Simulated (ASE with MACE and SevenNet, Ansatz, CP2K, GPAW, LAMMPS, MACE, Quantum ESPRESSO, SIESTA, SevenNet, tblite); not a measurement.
# Running liquid 37SiO2-42B2O3-11CaO-11Na2O (mol %) at 2300 K (71 atoms) with machine-learned potentials

Wanted: machine-learned potentials inputs and outputs for liquid 37SiO2-42B2O3-11CaO-11Na2O (mol %) at 2300 K (71 atoms), checked against a plane-wave reference.

Program: ASE with MACE and SevenNet. Level of theory: the method is named at each step. Results are calculated unless marked as measured.

### Step 1. The starting structure

The cell holds 71 atoms: 7 Si, 16 B, 2 Ca, 4 Na and 42 O. Cell: a = 9.484 Å, b = 9.484 Å, c = 9.484 Å, α = 90.0°, β = 90.0°, γ = 90.0°. 71 atoms (7 Si, 16 B, 2 Ca, 4 Na, 42 O) placed at random at 2.21 g/cm³, melted at 3000 K for 20 ps at fixed volume with the Buckingham and Coulomb pair potential of Guillot and Sator (Geochim. Cosmochim. Acta 71, 1249 (2007)) with the boron terms of Wang et al. (J. Non-Cryst. Solids 498, 294 (2018)). Snapshot at the end of a hold of 10 ps at 2300 K and zero pressure.

The yardstick, on the same geometry:

```
method                                           : Kohn-Sham DFT, PBE, SSSP efficiency 1.3.0 pseudopotentials, plane waves (Quantum ESPRESSO 7.5); sssp-pbe-1.3.0-efficiency, cutoffs 60/480 Ry, Γ point
r.m.s. force component                           : 1.906 eV/Å
longest force                                    : 7.76 eV/Å
pressure                                         : -5.419 GPa
gap (highest filled to lowest empty level) : 0.8768 eV
time                                             : 3.2 min on 2 MPI ranks of Arm Neoverse V2, shared host
CPU time                                         : 6.4 min
```

### Step 2. MACE MP-0b2 small potential

Method: machine-learned interatomic potential MACE MP-0b2 small, trained on PBE(+U) plane-wave data.

run.py reads:

```python
import numpy as np
from ase.io import read
import mlip  # loads the published weights by name

atoms = read("structure.xyz")
atoms.calc = mlip.calc("mace-mp-0b2-small")
energy = atoms.get_potential_energy()
forces = atoms.get_forces()
print(f"energy {energy:.6f} eV")
print("forces (eV/A)")
for i, (a, f) in enumerate(zip(atoms, forces)):
    print(f"{i:4d} {a.symbol:2s} {f[0]:10.5f} {f[1]:10.5f} {f[2]:10.5f}")
stress = -atoms.get_stress(voigt=False) * 160.21766
print("stress (GPa, compression positive)")
for row in stress:
    print(" ".join(f"{x:10.4f}" for x in row))
```

structure.xyz reads:

```xyz
71
Lattice="9.48399 0.00000 0.00000 0.00000 9.48399 0.00000 0.00000 0.00000 9.48399" Properties=species:S:1:pos:R:3 pbc="T T T"
Si 7.79205 1.60678 2.74818
Si 0.86200 7.86811 5.29558
Si 7.08198 6.64382 5.56672
Si 8.15405 2.47769 6.31757
Si 4.73536 0.34342 7.10872
Si 4.23963 6.54244 2.26876
Si 0.85849 4.81806 0.06165
B 7.78986 5.99938 8.51681
B 3.29426 6.74947 6.20234
B 1.34957 6.88661 1.89737
B 6.54073 3.80687 4.85732
B 3.80943 5.19315 8.87066
B 5.54975 2.90703 7.54869
B 6.01475 5.46022 0.95570
B 3.50557 1.74733 1.96423
B 0.23018 2.25691 8.99443
B 1.42127 0.42431 3.37848
B 4.28126 3.95691 3.35563
B 6.90425 2.83695 0.53916
B 5.45709 9.07220 1.68009
B 6.82326 9.23210 9.12341
B 6.37504 9.42898 4.75138
B 8.38024 9.21512 6.81235
Ca 0.06231 3.60155 2.53962
Ca 7.89352 7.25373 2.85478
Na 2.22826 3.77605 6.64401
Na 1.29931 1.42118 6.93650
Na 0.65013 8.14940 8.58055
Na 2.68131 9.02629 0.73482
O 4.53373 2.00169 7.46580
O 5.70329 0.69148 5.76807
O 7.87266 9.29763 8.19986
O 6.30382 4.03714 0.87765
O 3.61359 5.10466 2.90599
O 0.90326 5.51058 1.47334
O 4.07906 3.03023 2.25681
O 1.50435 8.86734 4.19667
O 8.11327 0.83943 6.04566
O 3.05005 6.45480 7.53996
O 6.90416 8.16847 5.13188
O 5.24711 3.74978 4.23991
O 6.48164 2.47599 8.67880
O 0.10641 1.18977 3.09358
O 3.21109 0.02229 6.71078
O 6.65634 9.04403 1.00748
O 9.06869 5.57146 8.69739
O 4.88928 8.14826 2.53896
O 5.71610 8.98912 8.19834
O 9.27743 6.80249 4.86083
O 9.45535 3.16054 5.54159
O 4.37952 7.25288 5.64089
O 7.65472 2.84150 3.72427
O 6.51702 3.34168 6.34621
O 2.68947 7.28503 2.12460
O 2.13143 6.92132 5.44134
O 7.81642 1.98775 1.07586
[... 11 atom lines left out ...]
O 7.31927 6.64107 7.39182
O 1.00028 1.16482 9.24442
O 0.04590 8.47224 6.46343
O 2.33354 1.25302 2.84501
```

The run is started by

```console
$ OMP_NUM_THREADS=1 python run.py > output.txt
```

What it wrote:

```text
energy -510.213807 eV
forces (eV/A)
   0 Si    2.30678   -3.59005    1.40988
   1 Si    2.40435   -2.48679   -2.92305
   2 Si    1.58768   -1.67935    5.34423
   3 Si    3.55084    1.52524    1.56916
   4 Si   -0.16401    0.08394   -0.52740
   5 Si    1.22432   -1.04477   -1.06487
   6 Si    1.54747    3.51537   -3.68891
   7 B    -1.69187    1.20250    2.18407
   8 B    -1.84315    0.89674    1.95917
   9 B     0.79185    0.21701   -0.69208
  10 B    -2.69412    1.91190   -0.90646
  11 B    -0.92972    1.00215    0.60680
  12 B     0.36002    0.72817    4.15309
  13 B     0.30286   -0.35361    0.51466
  14 B     2.62398   -0.13319    4.53692
  15 B     0.05662   -2.89020   -1.63114
  16 B    -2.49243    2.26986   -0.65768
  17 B     0.36630    0.53639   -3.86320
  18 B    -4.35840    3.85448   -5.02795
  19 B    -4.13903    0.89543    2.34113
  20 B    -2.11229   -1.17893   -5.54374
  21 B    -1.13332    1.98482    1.36119
  22 B    -0.24590    1.61140    3.00413
  23 Ca    0.92411   -0.17774    1.83305
[...]
63 O    -1.22918   -1.01549    2.47816
  64 O    -0.51459    0.04921   -0.02578
  65 O     0.09912    0.57125    1.67057
  66 O     2.38099    0.67498   -3.11984
  67 O    -0.39581   -0.69332   -3.41348
  68 O    -0.99076    0.38259   -1.35519
  69 O    -2.58716    3.45634    4.71250
  70 O     2.69612    1.25979   -2.04001
stress (GPa, compression positive)
   -7.4684     3.9228    -0.0063
    3.9228    -0.0976     1.9602
   -0.0063     1.9602    -6.8456
```

Wall time 5.7 s (1 thread of Arm Neoverse V2, shared host); peak memory 0.67 GiB.

Banners, paths, timers and routine set-up lines are dropped from the logs unmarked, and long logs keep their key lines alone; longer cuts are marked.

Compared with the plane-wave run:

```yaml
r_m_s_force_component: 1.847 eV/Å
r_m_s_difference_of_force_components: 354.4 meV/Å
longest_difference_of_force_vectors: 2040 meV/Å
force_difference_over_r_m_s_force: 18.6 %
slope_of_forces_against_the_reference_s: 0.9522
correlation_of_force_components: 0.9827
pressure: -4.804 GPa
pressure_difference: 0.6148 GPa
```

Length of the force difference by element (eV/Å):

```
element  atoms  mean  most
      B     16  0.54   2.0
     Ca      2  0.23  0.26
     Na      4  0.24  0.33
      O     42  0.38   1.7
     Si      7  0.88   1.8
```

A closer look about Ca25, one of the 2 Ca atoms: 9 atoms, nearest first, numbered in the order of the input, with positions taken from that point.

```
atom      x      y      z  distance (Å)     Fx     Fy  Fz (eV/Å)
Ca25   0.00   0.00   0.00          0.00   0.09  -0.02      -1.52
 O65   2.00   0.56  -1.10          2.35  -0.51   0.05      -0.03
 O66  -1.93  -1.31  -0.54          2.39   0.10   0.57       1.67
 O49   1.38  -0.45   2.01          2.48  -4.06  -1.54      -2.45
 O40  -0.99   0.91   2.28          2.65  -0.31   1.32      -1.80
 O45  -1.24   1.79  -1.85          2.85   0.39   0.21      -1.28
 Si3  -0.81  -0.61   2.71          2.90   1.59  -1.68       5.34
 O67  -0.84  -1.10  -2.55          2.90   2.38   0.67      -3.12
 O61  -0.81  -2.04   1.98          2.96  -0.34  -1.23       0.01
```

Atoms are counted from 1 here, from 0 in the log.

Forces lie 19 % from the reference's, at 0.015 times its CPU time (on 1 against 2 cores).

### Step 3. SevenNet l3i5 potential

Method: machine-learned interatomic potential SevenNet l3i5, trained on PBE(+U) plane-wave data.

run.py, as its differences from that of step 2:

```diff
@@ -5,3 +5,3 @@
 atoms = read("structure.xyz")
-atoms.calc = mlip.calc("mace-mp-0b2-small")
+atoms.calc = mlip.calc("7net-l3i5")
 energy = atoms.get_potential_energy()
```

structure.xyz is that of step 2.

What it wrote:

```text
energy -508.531433 eV
forces (eV/A)
   0 Si    1.88830   -3.28075    1.50639
   1 Si    3.26039   -2.52745   -2.71308
   2 Si    1.45429   -1.86276    5.10736
   3 Si    3.42196    1.91276    1.44021
   4 Si   -1.61684    0.14169   -0.56077
   5 Si    1.59922   -1.31076   -0.95309
   6 Si    1.60008    3.22842   -3.64717
   7 B    -1.77405    0.99367    2.53122
   8 B    -0.34717    1.68201    1.83300
   9 B     0.60650    0.17832   -0.69048
  10 B    -2.28579    1.71955   -1.07721
  11 B    -0.77437    1.05267   -0.17379
  12 B     0.17239    0.56245    4.18725
  13 B     0.64196   -0.66372    0.39277
  14 B     2.36351   -0.36293    4.79520
  15 B     0.15534   -2.72666   -1.78700
  16 B    -2.71069    2.19927   -0.84575
  17 B    -0.31808    0.68778   -3.92689
  18 B    -4.43866    3.69972   -5.07104
  19 B    -4.08399    0.96959    2.15726
  20 B    -2.31142   -1.12698   -5.49410
  21 B    -1.18120    2.06287    1.52997
  22 B     0.10841    1.86024    2.75836
  23 Ca    1.08719   -0.07460    1.91174
[...]
63 O    -1.15675   -0.91423    2.36644
  64 O    -0.60052    0.02665   -0.04267
  65 O    -0.16214    0.65939    1.74985
  66 O     2.27868    0.82448   -3.09159
  67 O    -0.34726   -0.65276   -3.55767
  68 O    -0.92164    0.31401   -1.16581
  69 O    -2.85259    3.45031    4.66048
  70 O     3.08059    1.35585   -2.20566
stress (GPa, compression positive)
   -8.6000     4.2380     0.2539
    4.2380    -0.3659     2.0849
    0.2539     2.0849    -7.3023
```

Wall time 8.5 s (1 thread); peak memory 1.4 GiB.

Against the reference:

```yaml
r_m_s_force_component: 1.864 eV/Å
r_m_s_difference_of_force_components: 227.2 meV/Å
longest_difference_of_force_vectors: 959.4 meV/Å
force_difference_over_r_m_s_force: 11.92 %
slope_of_forces_against_the_reference_s: 0.971
correlation_of_force_components: 0.993
pressure: -5.423 GPa
pressure_difference: -0.004 GPa
```

Against the first run (19 %), the force difference from the reference is 12 %, at 1.5 times the CPU time.

### Step 4. MACE MP-0b3 medium potential

Method: machine-learned interatomic potential MACE MP-0b3 medium, trained on PBE(+U) plane-wave data.

run.py, as its differences from that of step 3:

```diff
@@ -5,3 +5,3 @@
 atoms = read("structure.xyz")
-atoms.calc = mlip.calc("7net-l3i5")
+atoms.calc = mlip.calc("mace-mp-0b3-medium")
 energy = atoms.get_potential_energy()
```

structure.xyz is that of step 3.

What it wrote:

```text
energy -510.077325 eV
forces (eV/A)
   0 Si    1.95462   -3.04459    1.41886
   1 Si    2.69289   -2.64020   -2.90992
   2 Si    1.75647   -2.13606    4.72231
   3 Si    3.07515    1.72416    1.09056
   4 Si   -0.77367    0.58527   -0.37810
   5 Si    1.05745   -1.12726   -0.94888
   6 Si    1.66145    3.27814   -3.54842
   7 B    -1.81399    1.05872    2.04240
   8 B    -0.59275    1.34420    1.44037
   9 B     0.73878    0.24180   -0.74643
  10 B    -2.26190    1.73654   -0.95828
  11 B    -0.67858    0.80980    0.42203
  12 B     0.46761    0.42323    3.94527
  13 B     0.29833   -0.48537    0.26748
  14 B     2.55971   -0.59199    4.72402
  15 B     0.19290   -3.03424   -1.60864
  16 B    -2.83968    2.34275   -0.75256
  17 B     0.30443    0.60226   -3.82864
  18 B    -4.43418    3.72363   -4.97282
  19 B    -3.86359    1.34259    2.38494
  20 B    -2.16595   -1.02924   -5.35679
  21 B    -1.23071    2.35211    1.41245
  22 B    -0.21854    1.88849    2.58139
  23 Ca    0.98757   -0.22398    1.92750
[...]
63 O    -1.19421   -0.87054    2.61974
  64 O    -0.51989    0.03568    0.03450
  65 O    -0.00561    0.63900    1.69036
  66 O     2.30302    0.64494   -2.97948
  67 O    -0.35060   -0.59582   -3.40391
  68 O    -1.12572    0.54596   -1.22106
  69 O    -2.51254    3.41055    4.84198
  70 O     2.73356    1.25071   -2.15966
stress (GPa, compression positive)
   -7.3399     3.9521     0.2470
    3.9521    -0.1232     2.0041
    0.2470     2.0041    -6.8182
```

Wall time 7 s (1 thread); peak memory 1 GiB.

Compared with the plane-wave run:

```
r.m.s. force component                  : 1.792 eV/Å
r.m.s. difference of force components   : 335.5 meV/Å
longest difference of force vectors     : 1422 meV/Å
force difference over r.m.s. force      : 17.6 %
slope of forces against the reference's : 0.9266
correlation of force components         : 0.9854
pressure                                : -4.76 GPa
pressure difference                     : 0.6583 GPa
```

Against the first run (19 %), the force difference from the reference is 18 %, at 1.2 times the CPU time.

### Step 5. Side by side

Differences are against the plane-wave reference, forces as r.m.s. over components; share is that over the reference's r.m.s. force, slope the least-squares factor from reference forces to these. Total energies of different programs have different zeros and aren't compared.

```
                         run  Δ force, r.m.s. (meV/Å)  share (%)  slope  Δ pressure (GPa)  cores  CPU time  memory (GiB)
                   reference                        -          -      -                 -      2   6.4 min           2.2
 MACE MP-0b2 small potential                      354       18.6  0.952             0.615      1     5.7 s          0.67
     SevenNet l3i5 potential                      227       11.9  0.971            -0.004      1     8.5 s           1.4
MACE MP-0b3 medium potential                      336       17.6  0.927             0.658      1       7 s           1.0
```

Times of the machine-learned potentials are mostly Python's start and the loading of weights.

CPU time is summed over cores on a shared host, where runs went side by side, so it is rough. Symmetry, cutoffs, thresholds, outputs and thread counts weren't matched or tuned between programs; memory under MPI is the largest rank's times the ranks.

### Step 6. Summary of results

| Quantity | Value |
| --- | --- |
| nearest in forces | SevenNet l3i5 potential, 12 % |
| its CPU time | 8.5 s |

In words: Machine-learned potentials differ by 12 % (SevenNet l3i5 potential) to 19 % (MACE MP-0b2 small potential); they were trained on other programs' data. The reference's pressure holds the uncorrected Pulay stress of its 60 Ry basis, so small pressure differences, and their order, may be the reference's own error. The frame stands for 2300 K, but pressures are static and levels are smeared at 580 K. Machine-learned potentials mimic data converged in k, so the reference's own k-point error enters their differences. The network of bonds at the start is that of the classical potential that made the cell, and needn't be the one that DFT or experiment would give. The reference's stress is far from hydrostatic: its diagonal is -8.6, -0.4, -7.2 GPa, compression counted positive. The electronic-structure runs sample only Γ, in a cell whose shortest periodic width is 9 Å.

[Also dropped from logs without a mark: logging warnings of Python, and SIESTA's first energy breakdown and zero terms.]

[Logs are printed without paths, hosts, clocks, repeated set-up lines and the standing remarks that a program may print on its own settings, such as how far it seeks lower states.]

[Hosts, paths, dates, database ids (printed as entryN), source tags and the programs' standing remarks are cut or masked in the printed files.]
